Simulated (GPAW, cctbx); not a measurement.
# Reading charge transfer from structure factors

Mg3FeS4, P-43m (no. 215), a = 5.6270 Å, b = 5.6270 Å, c = 5.6270 Å, α = 90.00°, β = 90.00°, γ = 90.00°.

| atom | mult. | x | y | z |
| --- | --- | --- | --- | --- |
| Fe1 | 1 | 0 | 0 | 0 |
| S1 | 4 | 0.2423 | 0.2423 | 0.2423 |
| Mg1 | 3 | 0 | 1/2 | 1/2 |

The cell comes from substitution in a known structure type and wasn't matched to any measured phase.

Absolute values of the static structure factors of the conventional cell from DFT (PBE, GPAW) against free spherical atoms, in electrons:

| hkl | d (Å) | free atoms | crystal |
| --- | --- | --- | --- |
| 010 | 5.627 | 16.18 | 16.34 |
| 011 | 3.979 | 12.89 | 13.00 |
| 111 | 3.249 | 70.52 | 71.27 |
| 020 | 2.813 | 1.16 | 0.59 |
| 021 | 2.517 | 9.12 | 9.22 |
| 121 | 2.297 | 11.53 | 11.61 |
| 022 | 1.989 | 81.63 | 81.53 |
| 122 | 1.876 | 11.72 | 11.72 |
| 030 | 1.876 | 4.30 | 4.44 |
| 031 | 1.779 | 9.33 | 9.41 |

**Question.** Which way does charge move, and which reflections show it best?

Project each element's phase sum on the total phase. |F| rises if density moves to atoms that scatter in phase and falls if it moves to atoms that scatter against it; the rule is for low angles, since changes of shape take over beyond. Where all elements are in phase the terms compete, and the compactness of the donor's and the acceptor's density matters too.

| hkl | Fe in phase | S in phase | Mg in phase | change (e) | (%) |
| --- | --- | --- | --- | --- | --- |
| 010 | +1.0 | +0.2 | -1.0 | +0.16 | +1.0 |
| 011 | +1.0 | 0.0 | -1.0 | +0.11 | +0.9 |
| 111 | +0.7 | +2.8 | +2.1 | +0.75 | +1.1 |
| 020 | +1.0 | -4.0 | +3.0 | -0.57 | -48.9 |
| 021 | +1.0 | -0.2 | -1.0 | +0.10 | +1.1 |
| 121 | +0.9 | +0.1 | -0.9 | +0.08 | +0.7 |
| 022 | +1.0 | +4.0 | +3.0 | -0.10 | -0.1 |
| 122 | +1.0 | +0.2 | -1.0 | 0.00 | 0.0 |

Low-angle reflections that set elements apart and change by more than 0.05 e: 010, 011, 020, 021 and 121 (122 hardly moves and tells little). The signs fit a gain of density on S and a loss on Fe and Mg. The best witness is 020, -48.9 %, where S enters with -4.0. The real-space density agrees: Voronoi charges Fe +0.16, S -0.32, Mg +0.37 e. The shortest bond, Fe–S, has Δρ = +0.08 e/Å³ at its midpoint, low for a shared bond; with the charge transfer this is a polar contact. Limits: a ferromagnetic start is the only order tried, and the real ground state may be antiferromagnetic or insulating; no Hubbard U on Fe.
